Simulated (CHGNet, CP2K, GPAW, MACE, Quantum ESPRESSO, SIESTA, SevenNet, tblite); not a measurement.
## CP2K runs on random packing of 71Si3N4-29SiO2 (mol %) (99 atoms)

Aim: run random packing of 71Si3N4-29SiO2 (mol %) (99 atoms) in CP2K and see how near its forces come to a plane-wave reference, and at what cost.

Program: CP2K 2026.2. Level of theory: the method is named at each step. Results are calculated unless marked as measured.

## Step 1: Set-up

The cell holds 99 atoms: 41 Si, 48 N and 10 O. Its edges and angles: a = 10.833 Å, b = 10.833 Å, c = 10.833 Å, α = 90.0°, β = 90.0°, γ = 90.0°. 99 atoms (41 Si, 48 N, 10 O) packed at random in a cube at 2.59 g/cm³ and pushed apart as soft spheres, cations and anions kept from their own kind; a start for melting by ab initio MD, not an equilibrated structure. Then every atom was moved at random, 0.05 Å r.m.s. a Cartesian component.

The yardstick, on the same geometry:

- method: Kohn-Sham DFT, PBE, SSSP efficiency 1.3.0 pseudopotentials, plane waves (Quantum ESPRESSO 7.5); sssp-pbe-1.3.0-efficiency, cutoffs 60/480 Ry, Γ point
- r.m.s. force component: 1.486 eV/Å
- longest force: 4.95 eV/Å
- pressure: -16.33 GPa
- time: 20 min on 2 MPI ranks of Arm Neoverse V1, shared host
- CPU time: 39 min

## Step 2: PBE, DZVP-MOLOPT-SR, 600/50 Ry, diagonalisation

Method: Kohn-Sham DFT, PBE, GTH-PBE pseudopotentials, Gaussian and plane waves, DZVP-MOLOPT-SR-GTH, diagonalisation.

Input file input.inp:

```
&GLOBAL
  PROJECT cell
  RUN_TYPE ENERGY_FORCE
  PRINT_LEVEL LOW
&END GLOBAL
&FORCE_EVAL
  METHOD QS
  STRESS_TENSOR ANALYTICAL
  &DFT
    BASIS_SET_FILE_NAME BASIS_MOLOPT
    POTENTIAL_FILE_NAME GTH_POTENTIALS
    &MGRID
      CUTOFF 600
      REL_CUTOFF 50
      NGRIDS 5
    &END MGRID
    &QS
      EPS_DEFAULT 1.0E-12
    &END QS
    &SCF
      SCF_GUESS ATOMIC
      EPS_SCF 5.0E-06
      MAX_SCF 200
      ADDED_MOS 14
      &DIAGONALIZATION
        ALGORITHM STANDARD
      &END DIAGONALIZATION
      &SMEAR ON
        METHOD FERMI_DIRAC
        ELECTRONIC_TEMPERATURE [K] 580
      &END SMEAR
      &MIXING
        METHOD BROYDEN_MIXING
        ALPHA 0.3
        NBROYDEN 12
      &END MIXING
      &PRINT
        &RESTART OFF
        &END RESTART
      &END PRINT
    &END SCF
    &XC
      &XC_FUNCTIONAL PBE
      &END XC_FUNCTIONAL
    &END XC
    &PRINT
      &MULLIKEN ON
      &END MULLIKEN
      &HIRSHFELD ON
        SHAPE_FUNCTION DENSITY
      &END HIRSHFELD
      &MO ON
        EIGENVALUES T
        OCCUPATION_NUMBERS T
        MO_INDEX_RANGE 221 244
        &EACH
          QS_SCF 0
        &END EACH
        ADD_LAST NUMERIC
      &END MO
    &END PRINT
  &END DFT
  &SUBSYS
    &CELL
      A 10.83330 0.00000 0.00000
      B 0.00000 10.83330 0.00000
      C 0.00000 0.00000 10.83330
    &END CELL
    &COORD
      SCALED
      Si 0.99885 0.97385 0.20373
      Si 0.12507 0.37136 0.42999
      Si 0.76913 0.20080 0.92222
      Si 0.21470 0.38366 0.02861
      Si 0.20269 0.11380 0.99731
      Si 0.40495 0.46896 0.13970
      Si 0.09918 0.94800 0.59246
      Si 0.08082 0.55230 0.60641
      Si 0.76252 0.42675 0.00914
      Si 0.67728 0.07642 0.23770
      Si 0.81991 0.41531 0.46223
      Si 0.31042 0.23068 0.34854
      Si 0.38043 0.21416 0.11976
      Si 0.00515 0.51298 0.82545
      Si 0.43898 0.34086 0.64824
      Si 0.19661 0.26057 0.70085
      Si 0.32375 0.80396 0.15837
      Si 0.48282 0.92733 0.66817
      Si 0.84661 0.66267 0.40618
      Si 0.70910 0.82598 0.14444
      Si 0.13556 0.91863 0.83994
      Si 0.11924 0.58251 0.24969
      Si 0.43785 0.50081 0.85689
      Si 0.42963 0.68190 0.70079
      Si 0.15924 0.75881 0.42494
      Si 0.58296 0.22161 0.49071
      Si 0.97079 0.20587 0.27104
      Si 0.54596 0.31195 0.26931
      Si 0.84428 0.46831 0.22555
      Si 0.60311 0.91881 0.88913
      Si 0.39341 0.88113 0.38596
      Si 0.87906 0.76007 0.83542
      Si 0.80135 0.11387 0.49955
      Si 0.94851 0.24611 0.65498
      Si 0.01244 0.63072 0.03546
      Si 0.44758 0.46553 0.43947
      Si 0.47994 0.73240 0.98825
      Si 0.97618 0.26842 0.03063
      Si 0.77565 0.04238 0.71776
      Si 0.68902 0.49887 0.67027
      Si 0.68916 0.84238 0.55159
      N 0.98402 0.98667 0.87576
      N 0.09472 0.64321 0.81069
      N 0.90746 0.72804 0.26168
      N 0.56555 0.59672 0.78510
      N 0.16929 0.55822 0.04663
      N 0.68398 0.92832 0.34851
      N 0.77778 0.93371 0.90323
      N 0.60985 0.56718 0.26245
      N 0.47787 0.90586 0.13386
      N 0.04103 0.68697 0.53169
      N 0.20023 0.40236 0.28246
      N 0.19652 0.45816 0.74797
      N 0.22522 0.92714 0.47776
      N 0.85949 0.10474 0.33886
      N 0.42388 0.60705 0.34612
[... 39 atom lines left out ...]
      O 0.51831 0.79316 0.31819
      O 0.60556 0.45074 0.50396
      O 0.03098 0.79911 0.98198
      O 0.23865 0.15785 0.21694
    &END COORD
    &KIND Si
      BASIS_SET DZVP-MOLOPT-SR-GTH-q4
      POTENTIAL GTH-PBE-q4
    &END KIND
    &KIND N
      BASIS_SET DZVP-MOLOPT-SR-GTH-q5
      POTENTIAL GTH-PBE-q5
    &END KIND
    &KIND O
      BASIS_SET DZVP-MOLOPT-SR-GTH-q6
      POTENTIAL GTH-PBE-q6
    &END KIND
  &END SUBSYS
  &PRINT
    &FORCES ON
    &END FORCES
    &STRESS_TENSOR ON
    &END STRESS_TENSOR
  &END PRINT
&END FORCE_EVAL
```

Started as:

```console
> OMP_NUM_THREADS=1 mpirun -np 4 cp2k.psmp -i input.inp > output.txt
```

Numbers of over 12 decimals in the logs are rounded to 6 here.

The log of the run:

```text
CP2K| version string:                                       CP2K version 2026.2
 CP2K| Input file name                                                 input.inp
 GLOBAL| Basis set file name                                        BASIS_MOLOPT
 GLOBAL| Potential file name                                      GTH_POTENTIALS
 GLOBAL| Run type                                                   ENERGY_FORCE
 GLOBAL| Total number of message passing processes                             4
 GLOBAL| Number of threads for this process                                    1
 TOTAL NUMBERS AND MAXIMUM NUMBERS
  Total number of            - Atomic kinds:                                   3
                             - Atoms:                                         99
                             - Shell sets:                                    99
                             - Shells:                                       495
                             - Primitive Cartesian functions:                454
                             - Cartesian basis functions:                   1386
                             - Spherical basis functions:                   1287
  Maximum angular momentum of- Orbital basis functions:                        2
                             - Local part of the GTH pseudopotential:          2
                             - Non-local part of the GTH pseudopotential:      2
 SCF PARAMETERS         Density guess:                                    ATOMIC
                        max_scf:                                             200
                        eps_scf:                                        5.00E-06
                        added MOs                                        14    0
                        Mixing method:                            BROYDEN_MIXING
                                                charge density mixing in g-space
                        Smear method:                                FERMI_DIRAC
                        Electronic temperature [K]:                        580.0
                        Electronic temperature [a.u.]:                  1.84E-03
                        Accuracy threshold:                             1.00E-10
 Extrapolation method: initial_guess
 Number of electrons:                                                        464
 Number of occupied orbitals:                                                232
 Number of molecular orbitals:                                               246
 Number of orbital functions:                                               1287
 Number of independent orbital functions:                                   1287
 SCF WAVEFUNCTION OPTIMIZATION
  Step     Update method      Time    Convergence         Total energy    Change
 *** the last MO => Add more MOs for proper smearing.                   ***
     1 NoMix/Diag. 0.30E+00    3.8     1.41097848      -798.1987729533 -7.98E+02
 *** the last MO => Add more MOs for proper smearing.                   ***
     2 Broy./Diag. 0.30E+00    5.0     1.32234704      -743.4049077165  5.48E+01
 *** the last MO => Add more MOs for proper smearing.                   ***
     3 Broy./Diag. 0.30E+00    5.0     1.54944223      -807.9015708438 -6.45E+01
[...]
4 Broy./Diag. 0.30E+00    5.0     0.97192389      -802.2198857529  5.68E+00
[...]
*** the last MO => Add more MOs for proper smearing.                   ***
    37 Broy./Diag. 0.30E+00    5.2     0.00000641      -794.7617356825 -1.92E-06
 *** the last MO => Add more MOs for proper smearing.                   ***
    38 Broy./Diag. 0.30E+00    5.2     0.00000466      -794.7617385131 -2.83E-06
  *** SCF run converged in    38 steps ***
  Electronic density on regular grids:       -464.0000000000        0.0000000000
  Core density on regular grids:              463.9999999996       -0.0000000004
  Total charge density on r-space grids:       -0.0000000004
  Total charge density g-space grids:          -0.0000000004
  Overlap energy of the core charge distribution:               5.88208e-08
  Self energy of the core charge distribution:              -2028.669465
  Core Hamiltonian energy:                                    538.263694
  Hartree energy:                                             895.740629
  Exchange-correlation energy:                               -200.077069
  Electronic entropic energy:                                  -0.019527
  Fermi energy:                                                 0.193042
  Total energy:                                              -794.761739
  Total energy (extrapolated to T->0):                       -794.751975
 MO| EIGENVALUES AND OCCUPATION NUMBERS
 MO|
 MO|  Index      Eigenvalue [a.u.]        Eigenvalue [eV]             Occupation
 MO|    221               0.175700               4.781040               1.999841
 MO|    222               0.177663               4.834446               1.999538
 MO|    223               0.179279               4.878426               1.998887
[...]
MO|    243               0.205884               5.602378               0.001838
 MO|    244               0.206531               5.619988               0.001292
 MO| Sum:                                                             464.000000
 MO| E(Fermi):            0.193042 a.u.          5.252939 eV
 !-----------------------------------------------------------------------------!
                     Mulliken Population Analysis
 #  Atom  Element  Kind  Atomic population                           Net charge
       1     Si       1          3.472738                              0.527262
       2     Si       1          3.682006                              0.317994
       3     Si       1          3.651821                              0.348179
[...]
98     O        3          6.360685                             -0.360685
      99     O        3          6.379236                             -0.379236
 # Total charge                            464.000000                 -0.000000
 !-----------------------------------------------------------------------------!
 !-----------------------------------------------------------------------------!
                           Hirshfeld Charges
  #Atom  Element  Kind  Ref Charge     Population                    Net charge
      1       Si     1       4.000          3.680                         0.320
      2       Si     1       4.000          3.744                         0.256
      3       Si     1       4.000          3.777                         0.223
[...]
98       O      3       6.000          6.196                        -0.196
     99       O      3       6.000          6.239                        -0.239
  Total Charge                                                           -0.000
 !-----------------------------------------------------------------------------!
 ENERGY| Total FORCE_EVAL ( QS ) energy [hartree]           -794.761747
 FORCES| Atomic forces [hartree/bohr]
 FORCES|   Atom     x               y               z               |f|
 FORCES|      1  1.52961230E-02 -2.38778409E-02  2.22549908E-02   3.60472923E-02
 FORCES|      2 -3.13836233E-02  5.56326853E-03 -4.52062210E-02   5.53126042E-02
 FORCES|      3 -8.58935473E-03  1.64224077E-02 -1.99697346E-02   2.72445002E-02
[...]
FORCES|     98 -3.36488267E-02 -5.47032961E-02 -3.45021831E-03   6.43163910E-02
 FORCES|     99  4.17106922E-02  3.12071595E-02 -7.51748107E-03   5.26325106E-02
 FORCES| Sum    -4.98553670E-04 -2.27923516E-03  1.46354933E-03
 FORCES| Total atomic force                                       2.75416872E-03
 STRESS| Analytical stress tensor [bar]
 STRESS|                        x                   y                   z
 STRESS|      x       -1.78358068995E+05   5.56215676261E+03   4.78724308860E+03
 STRESS|      y        5.56215676261E+03  -1.46220986331E+05  -4.31957635601E+03
 STRESS|      z        4.78724308860E+03  -4.31957635601E+03  -1.45703479033E+05
 STRESS| 1/3 Trace                                            -1.56760844786E+05
```

It took 3.5 min on 4 MPI ranks of Arm Neoverse V1, shared host; peak memory 4.6 GiB.

Banners, paths, timers and routine set-up lines are dropped from the logs unmarked, and long logs keep their key lines alone; longer cuts are marked.

Compared with the plane-wave run:

- r.m.s. force component: 1.478 eV/Å
- r.m.s. difference of force components: 50.35 meV/Å
- longest difference of force vectors: 203.9 meV/Å
- force difference over r.m.s. force: 3.389 %
- slope of forces against the reference's: 0.9939
- correlation of force components: 0.9994
- pressure: -15.68 GPa
- pressure difference: 0.6566 GPa

Length of the force difference by element (eV/Å):

| element | atoms | mean | most |
| --- | --- | --- | --- |
| N | 48 | 0.055 | 0.11 |
| O | 10 | 0.12 | 0.16 |
| Si | 41 | 0.091 | 0.20 |

The surroundings of N51, which bears the longest force, nearest first, numbered as they follow in the input and with coordinates relative to it.

| atom | x | y | z | distance (Å) | bonds | Hirshfeld charge (e) | Fx | Fy | Fz (eV/Å) |
| --- | --- | --- | --- | --- | --- | --- | --- | --- | --- |
| N51 | 0.00 | 0.00 | 0.00 | 0.00 | 2 | -0.19 | 3.57 | 2.80 | -2.10 |
| Si8 | 0.43 | -1.46 | 0.81 | 1.72 | 2 | 0.33 | -0.36 | -1.27 | 1.48 |
| Si25 | 1.28 | 0.78 | -1.16 | 1.89 | 3 | 0.35 | -1.73 | 2.72 | 2.42 |
| N69 | -0.41 | -2.13 | -0.69 | 2.28 | 3 | -0.25 | 2.56 | -0.54 | 1.89 |
| N75 | -2.10 | 0.97 | -0.19 | 2.32 | 2 | -0.22 | -2.59 | 1.17 | 1.59 |
| N80 | -1.53 | -0.33 | 1.81 | 2.40 | 1 | -0.14 | -0.77 | -0.81 | 2.25 |
| N64 | -0.51 | 1.87 | 1.41 | 2.40 | 1 | -0.20 | -0.79 | -0.72 | 0.73 |
| Si19 | -2.11 | -0.26 | -1.36 | 2.52 | 3 | 0.24 | -1.80 | 0.10 | -1.36 |
| Si7 | 0.63 | 2.83 | 0.66 | 2.97 | 3 | 0.32 | 1.65 | 1.37 | -2.28 |

Forces lie 3.4 % from the reference's, at 0.35 times its CPU time (on 4 against 2 cores).

## Step 3: PBE, SZV-MOLOPT-SR, 600/50 Ry, diagonalisation

Method: Kohn-Sham DFT, PBE, GTH-PBE pseudopotentials, Gaussian and plane waves, SZV-MOLOPT-SR-GTH, diagonalisation.

input.inp: that of step 2 with these lines changed.

```diff
@@ -69,7 +69,30 @@
     &COORD
-      SCALED
-[... 99 atom lines left out: the same atoms as in the first run ...]
+      Si 10.82084 10.55001 2.20707
+      Si 1.35492 4.02305 4.65821
+      Si 8.33222 2.17533 9.99069
+      Si 2.32591 4.15630 0.30994
+      Si 2.19580 1.23283 10.80416
+      Si 4.38694 5.08038 1.51341
+      Si 1.07445 10.26997 6.41830
+      Si 0.87555 5.98323 6.56942
+      Si 8.26061 4.62311 0.09902
+      Si 7.33718 0.82788 2.57508
+      Si 8.88233 4.49918 5.00748
+      Si 3.36287 2.49903 3.77584
+      Si 4.12131 2.32006 1.29740
+      Si 0.05579 5.55727 8.94235
+      Si 4.75560 3.69264 7.02258
+      Si 2.12994 2.82283 7.59252
+      Si 3.50728 8.70954 1.71567
+      Si 5.23053 10.04604 7.23849
+      Si 9.17158 7.17890 4.40027
+      Si 7.68189 8.94809 1.56476
+[... 75 atom lines left out ...]
+      O 5.61501 8.59254 3.44705
+      O 6.56021 4.88300 5.45955
+      O 0.33562 8.65700 10.63808
+      O 2.58537 1.71004 2.35018
     &END COORD
     &KIND Si
-      BASIS_SET DZVP-MOLOPT-SR-GTH-q4
+      BASIS_SET SZV-MOLOPT-SR-GTH-q4
       POTENTIAL GTH-PBE-q4
@@ -77,3 +100,3 @@
     &KIND N
-      BASIS_SET DZVP-MOLOPT-SR-GTH-q5
+      BASIS_SET SZV-MOLOPT-SR-GTH-q5
       POTENTIAL GTH-PBE-q5
@@ -81,3 +104,3 @@
     &KIND O
-      BASIS_SET DZVP-MOLOPT-SR-GTH-q6
+      BASIS_SET SZV-MOLOPT-SR-GTH-q6
       POTENTIAL GTH-PBE-q6
```

Started as:

```console
> OMP_NUM_THREADS=2 cp2k.psmp -i input.inp > output.txt
```

The log of the run:

```text
CP2K| version string:                                       CP2K version 2026.2
 CP2K| Input file name                                                 input.inp
 GLOBAL| Basis set file name                                        BASIS_MOLOPT
 GLOBAL| Potential file name                                      GTH_POTENTIALS
 GLOBAL| Run type                                                   ENERGY_FORCE
 GLOBAL| Total number of message passing processes                             1
 GLOBAL| Number of threads for this process                                    2
[... lines left out ...]
                        Smear method:                                FERMI_DIRAC
[... lines left out ...]
 Number of electrons:                                                        464
[... lines left out ...]
  Step     Update method      Time    Convergence         Total energy    Change
[... lines left out ...]
  *** SCF run converged in    45 steps ***
[... lines left out ...]
  Fermi energy:                                                 0.249689
  Total energy:                                              -788.781042
  Total energy (extrapolated to T->0):                       -788.771075
[... lines left out ...]
 MO| E(Fermi):            0.249689 a.u.          6.794387 eV
[... lines left out ...]
     99       O      3       6.000          6.261                        -0.261
  Total Charge                                                           -0.000
 !-----------------------------------------------------------------------------!
 ENERGY| Total FORCE_EVAL ( QS ) energy [hartree]           -788.781042
 FORCES| Atomic forces [hartree/bohr]
 FORCES|   Atom     x               y               z               |f|
 FORCES|      1  3.79436478E-02 -1.59781076E-02  6.68147663E-03   4.17092611E-02
 FORCES|      2 -5.96938932E-03  4.20273357E-02 -1.08495446E-02   4.38137327E-02
 FORCES|      3 -2.17741149E-02 -1.95238852E-03 -2.10745263E-04   2.18624864E-02
[...]
FORCES|     98 -2.13106240E-02 -2.45429497E-02  2.14877986E-04   3.25045419E-02
 FORCES|     99  3.95218602E-03 -2.10923535E-04 -3.34358495E-02   3.36692782E-02
 FORCES| Sum    -1.77786055E-03 -2.68103380E-03  1.69096807E-03
 FORCES| Total atomic force                                       3.63429545E-03
 STRESS| Analytical stress tensor [bar]
 STRESS|                        x                   y                   z
 STRESS|      x        5.33029755349E+04   8.43393804283E+03  -1.10631624304E+04
 STRESS|      y        8.43393804283E+03   1.10824748332E+05  -1.02521729795E+04
 STRESS|      z       -1.10631624304E+04  -1.02521729795E+04   1.00907555895E+05
 STRESS| 1/3 Trace                                             8.83450932538E+04
```

It took 4.3 min on 2 threads; peak memory 3.4 GiB.

Against the reference:

```
r.m.s. force component                  : 1.642 eV/Å
r.m.s. difference of force components   : 1190 meV/Å
longest difference of force vectors     : 4082 meV/Å
force difference over r.m.s. force      : 80.1 %
slope of forces against the reference's : 0.79
correlation of force components         : 0.7148
pressure                                : 8.835 GPa
pressure difference                     : 25.17 GPa
```

This is a coarse setting, run to see what it loses.

Against the first run (3.4 %), the force difference from the reference is 80 %, at 0.56 times the CPU time (on 2 against 4 cores), with 396 basis functions against 1287: the smaller basis costs accuracy.

(Part 1 of 2 ends here.)

[Also dropped from logs without a mark: logging warnings of Python, and SIESTA's first energy breakdown and zero terms.]

[Logs are printed without paths, hosts, clocks, repeated set-up lines and the standing remarks that a program may print on its own settings, such as how far it seeks lower states.]

[Hosts, paths, dates, database ids (printed as entryN), source tags and the programs' standing remarks are cut or masked in the printed files.]
